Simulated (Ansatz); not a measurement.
# How fast states decay through Cs2PbI2Br2

Wanted: the relaxed cell of Cs2PbI2Br2, its band edges and its decay constants. It is built by putting Br for Cl in the Cs2PbI2Cl2 structure of space group I4/mmm, with the volume rescaled by atomic radii. The parent structure comes from the Materials Project.

Program: Ansatz 0.2.0. Level of theory: PBEsol DFT, plane waves, PAW files, in the first sound run; inputs show where later runs differ. Results are calculated unless marked as measured.

Most raw output is cut from this account.

The structure was built from a prototype and need not be the compound's stable phase.

## Step 1: Set-up

Symmetry: I4/mmm, No. 139, tetragonal system. The conventional cell has a = 5.856 Å, b = 5.856 Å, c = 19.783 Å, α = 90.00°, β = 90.00°, γ = 90.00°. Nearest to Cs lie 4 Br at 3.91 Å and 5 I at 4.00 to 4.20 Å. Nearest to Pb lie 4 Br at 2.93 Å and 2 I at 3.29 Å. Nearest to I lie 1 Pb at 3.29 Å and 5 Cs at 4.00 to 4.20 Å. Nearest to Br lie 2 Pb at 2.93 Å and 4 Cs at 3.91 Å. It derives from Cs2PbI2Cl2. Br for Cl in the Cs2PbI2Cl2 structure of space group I4/mmm. Farther neighbours and most contacts between anions are not listed.

## Step 2: Relaxing the new crystal

The substituted atoms don't fit the parent's cell, so cell and atoms relax together. A small smearing keeps the run stable in case the gap closes on the way.

Input file input.yaml:

```yaml
crystal:
  lattice:
    - [-2.9279496277, 2.9279496277, 9.8916329198]
    - [2.9279496277, -2.9279496277, 9.8916329198]
    - [2.9279496277, 2.9279496277, -9.8916329198]
  atoms:
    - { symbol: Cs, position: [0.368645, 0.368645, 0.0] }
    - { symbol: Cs, position: [0.631355, 0.631355, 0.0] }
    - { symbol: Pb, position: [0.0, 0.0, 0.0] }
    - { symbol: I, position: [0.166328, 0.166328, 0.0] }
    - { symbol: I, position: [0.833672, 0.833672, 0.0] }
    - { symbol: Br, position: [0.5, 0.0, 0.5] }
    - { symbol: Br, position: [0.0, 0.5, 0.5] }
kpoints:
  mp_grid: { grid: [6, 6, 6] }
scf:
  occupations: { method: gaussian, width: 0.03 }
hamiltonian:
  xc: pbesol
output:
  forces: true
  stress: true
relax:
  f_tol: 0.02
  max_steps: 60
  cell: {}
```

Started as:

```bash
$ ansatz run input.yaml --threads 2 --pin off --max-ram 4096MiB --backend cpu --events-out ev --progress --plain --runs-dir out
```

It took 58 s on 2 threads of Arm Neoverse V2, shared host; peak memory 0.83 GiB; 1.9 min of CPU time.

Step by step:

| step | energy less that of the first step (eV) | largest force component (eV/Å) | pressure (GPa) | volume (Å³) |
| --- | --- | --- | --- | --- |
| 1 | 0.0000 | 0.2377 | -0.60 | 339.20 |
| 2 | -0.0381 | 0.0825 | -0.34 | 334.09 |
| 3 | -0.0625 | 0.0778 | 0.06 | 324.70 |
| 4 | -0.0654 | 0.0305 | 0.02 | 323.94 |
| 5 | -0.0664 | 0.0069 | 0.00 | 323.93 |
| 6* | -0.0655 | 0.0069 | 0.00 | 323.93 |

Relaxation steps marked * repeat the geometry before them on a plane-wave basis chosen anew for their cell, so energy and pressure can jump there.

The run keeps the 16 symmetry operations that it works with, so distortions that break them were not tested.

| conventional cell, symmetrised | before | after | change |
| --- | --- | --- | --- |
| a (Å) | 5.856 | 5.849 | -0.1 % |
| b (Å) | 5.856 | 5.849 | -0.1 % |
| c (Å) | 19.783 | 18.936 | -4.3 % |
| volume (Å³/atom) | 48.46 | 46.28 | -4.5 % |

The atoms that moved most (Å, as changes of fractional coordinates times the final cell):

| atom | dx | dy | dz | length |
| --- | --- | --- | --- | --- |
| Cs1 | 0.000 | 0.000 | -0.031 | 0.031 |
| Cs2 | 0.000 | 0.000 | 0.031 | 0.031 |
| I5 | 0.000 | 0.000 | -0.024 | 0.024 |
| I4 | 0.000 | 0.000 | 0.024 | 0.024 |

This step gave:

```yaml
free_energy: -43273.1434 eV
fermi_energy: 4.370 eV
pressure: 0.001818 GPa
```

The largest force component on a free atom ends at 0.0069 eV/Å.

## Step 3: The bulk crystal and its band edges

The energy window and the wavevectors of the next steps follow from the band edges, so these are searched first, off the mesh as well.

Input file input.yaml:

```yaml
crystal:
  lattice:
    - [-2.9245886412, 2.9245886412, 9.4679415882]
    - [2.9245886412, -2.9245886412, 9.4679415882]
    - [2.9245886412, 2.9245886412, -9.4679415882]
  atoms:
    - { symbol: Cs, position: [0.3669867082, 0.3669867082, 0.0] }
    - { symbol: Cs, position: [0.6330132918, 0.6330132918, 0.0] }
    - { symbol: Pb, position: [0.0, 0.0, 0.0] }
    - { symbol: I, position: [0.167587416, 0.167587416, 0.0] }
    - { symbol: I, position: [0.832412584, 0.832412584, 0.0] }
    - { symbol: Br, position: [0.5, 0.0, 0.5] }
    - { symbol: Br, position: [0.0, 0.5, 0.5] }
kpoints:
  mp_grid: { grid: [6, 6, 6] }
  band_path: { path: [VBM, CBM], npoints: 30 }
scf:
  occupations: { method: fixed }
hamiltonian:
  xc: pbesol
output:
  eigenvalues: true
  write_potential: true
  write_density: true
  volumetric_format: npy
```

It took 31 s on 2 threads; peak memory 0.78 GiB; 61 s of CPU time.

Numbers from this step:

| Item | Value |
| --- | --- |
| free energy | -43273.1435 eV |
| Fermi energy | 3.409 eV |
| gap on the k-mesh | 1.921 eV |
| gap on path | 1.921 eV, by band count; negative where bands overlap |
| direct gap on path | 1.921 eV |
| edge places on path | 0, 0 1/A along the path |

Levels at VBM (eV): -7.67, -7.64, -7.62, -7.60, -7.58, -7.56, -2.81, -2.23, -2.23, -2.18, -2.05, -1.59, -1.32, -1.25, -1.12, -1.04, -0.79, 0.00, 1.92, 2.04, 3.17, 5.18, 5.20, 5.29, 5.50, 5.84.

The searched edges give 1.92 eV, as on the mesh.

## Step 4: Complex bands

This step: PBEsol DFT, plane waves, PAW files; complex bands by layer matching along the plane's normal (Ansatz 0.2.0).

The same crystal is laid in a cell whose first two vectors span the (001) plane (indices of the standard conventional cell, whose axes can be ordered otherwise than in the bulk input). At fixed energy and wavevector in the plane the solver finds all kz, real and complex. A few wavevectors are listed, (0, 0) and (-0.5, -0.5) in units of the plane's reciprocal vectors; the slowest state needn't be among them.

Input file input.yaml:

```yaml
crystal:
  lattice:
    - [5.849177282, 0.0, 0.0]
    - [0.0, 5.849177282, 0.0]
    - [2.924588641, 2.924588641, 9.467941588]
  atoms:
    - { symbol: Cs, position: [0.6330132918, 0.6330132918, 0.7339734164] }
    - { symbol: Cs, position: [0.3669867082, 0.3669867082, 0.2660265836] }
    - { symbol: Pb, position: [0.0, 0.0, 0.0] }
    - { symbol: I, position: [0.832412584, 0.832412584, 0.335174832] }
    - { symbol: I, position: [0.167587416, 0.167587416, 0.664825168] }
    - { symbol: Br, position: [0.0, 0.5, 0.0] }
    - { symbol: Br, position: [0.5, 0.0, 0.0] }
kpoints:
  mp_grid: { grid: [4, 4, 4] }
scf:
  occupations: { method: fixed }
hamiltonian:
  xc: pbesol
output:
  eigenvalues: true
  transmission:
    leads: [[0, 0]]
    kpoints: [[0.0, 0.0], [-0.5, -0.5]]
    e_range: [-1.0, 2.92]
    de: 0.1
```

Wall time 54 s (2 threads); peak memory 1.5 GiB; 1.8 min of CPU time.

This step gave:

| Property | Result |
| --- | --- |
| free energy | -43273.1213 eV |
| Fermi energy | 3.412 eV |
| gap on the k-mesh | 1.917 eV |
| level to which the leads are filled | 0.9586 eV from the Fermi level |
| decay constant at the filling level, zone centre | 0.3055 Å⁻¹ |
| decay constant at the filling level, slowest listed point | 0.3055 Å⁻¹ |

K parallel (0, 0); values up to 1.5 1/Å, a degenerate pair printed once or twice; energies at which all values exceed this have no row. The Im kz of the slowest decaying states by energy, zero at the highest filled level on the SCF mesh:

| energy (eV) | decay 1 (Å⁻¹) | decay 2 (Å⁻¹) | decay 3 (Å⁻¹) | decay 4 (Å⁻¹) |
| --- | --- | --- | --- | --- |
| -1.00 | 0.0383 | 0.0948 | 0.300 | 0.606 |
| -0.80 | 0.153 | 0.269 | 0.629 | 0.774 |
| -0.60 | 0.211 | 0.345 | 0.653 | 0.771 |
| -0.40 | 0.252 | 0.419 | 0.676 | 0.766 |
| -0.20 | 0.274 | 0.461 | 0.695 | 0.758 |
| 0.00 | 0.288 | 0.489 | 0.711 | 0.749 |
| 0.20 | 0.298 | 0.507 | 0.725 | 0.739 |
| 0.40 | 0.303 | 0.520 | 0.727 | 0.728 |
| 0.60 | 0.306 | 0.529 | 0.712 | 0.713 |
| 0.80 | 0.307 | 0.534 | 0.694 | 0.699 |
| 1.00 | 0.305 | 0.536 | 0.676 | 0.683 |
| 1.10 | 0.304 | 0.536 | 0.666 | 0.675 |
| 1.30 | 0.300 | 0.536 | 0.646 | 0.657 |
| 1.50 | 0.294 | 0.533 | 0.625 | 0.638 |
| 1.70 | 0.287 | 0.528 | 0.602 | 0.618 |
| 1.90 | 0.278 | 0.522 | 0.578 | 0.596 |
| 2.10 | 0.267 | 0.515 | 0.552 | 0.573 |
| 2.30 | 0.254 | 0.506 | 0.524 | 0.548 |
| 2.50 | 0.238 | 0.494 | 0.495 | 0.521 |
| 2.70 | 0.218 | 0.461 | 0.483 | 0.492 |
| 2.90 | 0.194 | 0.425 | 0.459 | 0.470 |

K parallel (-0.5, -0.5); values up to 1.5 1/Å, a degenerate pair printed once or twice; energies at which all values exceed this have no row. Table of Im kz of the slowest decaying states by energy, zero at the highest filled level on the SCF mesh:

| energy (eV) | decay 1 (Å⁻¹) | decay 2 (Å⁻¹) | decay 3 (Å⁻¹) | decay 4 (Å⁻¹) |
| --- | --- | --- | --- | --- |
| -1.00 | 0.277 | 0.815 | 1.09 | 1.21 |
| -0.80 | 0.336 | 0.821 | 1.03 | 1.20 |
| -0.60 | 0.207 | 0.432 | 0.825 | 0.927 |
| -0.40 | 0.275 | 0.374 | 0.827 | 0.960 |
| -0.20 | 0.308 | 0.315 | 0.827 | 0.981 |
| 0.00 | 0.0129 | 0.340 | 0.825 | 0.981 |
| 0.20 | 0.291 | 0.355 | 0.822 | 0.972 |
| 0.40 | 0.323 | 0.363 | 0.818 | 0.960 |
| 0.60 | 0.340 | 0.365 | 0.812 | 0.944 |
| 0.80 | 0.352 | 0.361 | 0.806 | 0.926 |
| 1.00 | 0.352 | 0.359 | 0.798 | 0.907 |
| 1.10 | 0.344 | 0.362 | 0.794 | 0.896 |
| 1.30 | 0.323 | 0.366 | 0.785 | 0.874 |
| 1.50 | 0.291 | 0.367 | 0.775 | 0.851 |
| 1.70 | 0.235 | 0.367 | 0.764 | 0.827 |
| 1.90 | 0.0794 | 0.364 | 0.752 | 0.802 |
| 2.10 | 0.148 | 0.359 | 0.739 | 0.776 |
| 2.30 | 0.253 | 0.350 | 0.725 | 0.749 |
| 2.50 | 0.302 | 0.337 | 0.710 | 0.722 |
| 2.70 | 0.317 | 0.333 | 0.694 | 0.694 |
| 2.90 | 0.284 | 0.354 | 0.666 | 0.676 |

At the listed wavevectors the last open channel is at -0.80 eV and the next at +2.00 eV on the grid, wider than the gap, since narrow bands can fall between grid energies. At +1.00 eV, the grid energy nearest the filling level (the middle of the gap on the SCF mesh), the slowest state at the listed wavevectors decays with κ = 0.305 Å⁻¹, its amplitude falling by e over 3.3 Å. Through 1 nm of this crystal that state's transmission falls by exp(−2 × 0.305 Å⁻¹ × 10 Å) = 0.0022.

## Step 5: Decay over the two-dimensional zone

The listed points could miss the slowest state, so one energy near mid-gap is solved on a mesh of 6×6.

Edit input.yaml of step 4 so:

```diff
@@ -21,6 +21,2 @@
   eigenvalues: true
-  transmission:
-    leads: [[0, 0]]
-    kpoints: [[0.0, 0.0], [-0.5, -0.5]]
-    e_range: [-1.0, 2.92]
-    de: 0.1
+  transmission: { leads: [[0, 0]], kmesh: [6, 6], e_range: [0.96, 0.97], de: 0.05 }
```

Run time: 46 s. Hardware: 2 threads; peak memory 1.5 GiB; 89 s of CPU time.

Numbers from this step:

| Property | Result |
| --- | --- |
| least decay constant on the mesh | 0.3059 Å⁻¹ |

Slowest decay constant (1/Å; 0 where a channel is open) over k1 and k2. At 0.9600 eV from the Fermi level.

Values, 6 rows by 6 columns:
```
0.422 0.463 0.372 0.352 0.372 0.463
0.356 0.372 0.341 0.323 0.341 0.372
0.338 0.352 0.323 0.306 0.323 0.352
0.356 0.372 0.341 0.323 0.341 0.372
0.422 0.463 0.372 0.352 0.372 0.463
0.354 0.422 0.356 0.338 0.356 0.422
```
Columns: k1 (b1) from -0.5 to 0.333; rows upwards: k2 (b2) from -0.5 to 0.333.

The least value on the mesh is 0.306 Å⁻¹ at +0.96 eV. At that energy the listed points give about 0.306 Å⁻¹ by interpolation, so the mesh holds no clearly slower state.

## Step 6: Results

* band gap: 1.92 eV
* least decay constant at mid-gap, normal to (001): 0.305 Å⁻¹
* least decay constant on a mesh, normal to (001): 0.306 Å⁻¹

What this shows: With PBEsol, the slowest decay at the wavevectors tried is κ = 0.305 Å⁻¹, normal to (001). Through such a film the transmission near mid-gap falls as exp(−2κd), a factor of ten every 3.8 Å. A free electron under a barrier of half the gap would need a mass of 0.37 mₑ to decay at this rate. The compound is made up by substitution; its stability against other phases and against distortions of the cell's symmetry was not tested. A semilocal functional narrows gaps, while spin-orbit coupling, left out here, narrows them in compounds of heavy elements, so the error in κ can go either way.

[Logs are printed without paths, hosts, clocks, repeated set-up lines and the standing remarks that a program may print on its own settings, such as how far it seeks lower states.]

[Hosts, paths, dates, database ids (printed as entryN), source tags and the programs' standing remarks are cut or masked in the printed files.]
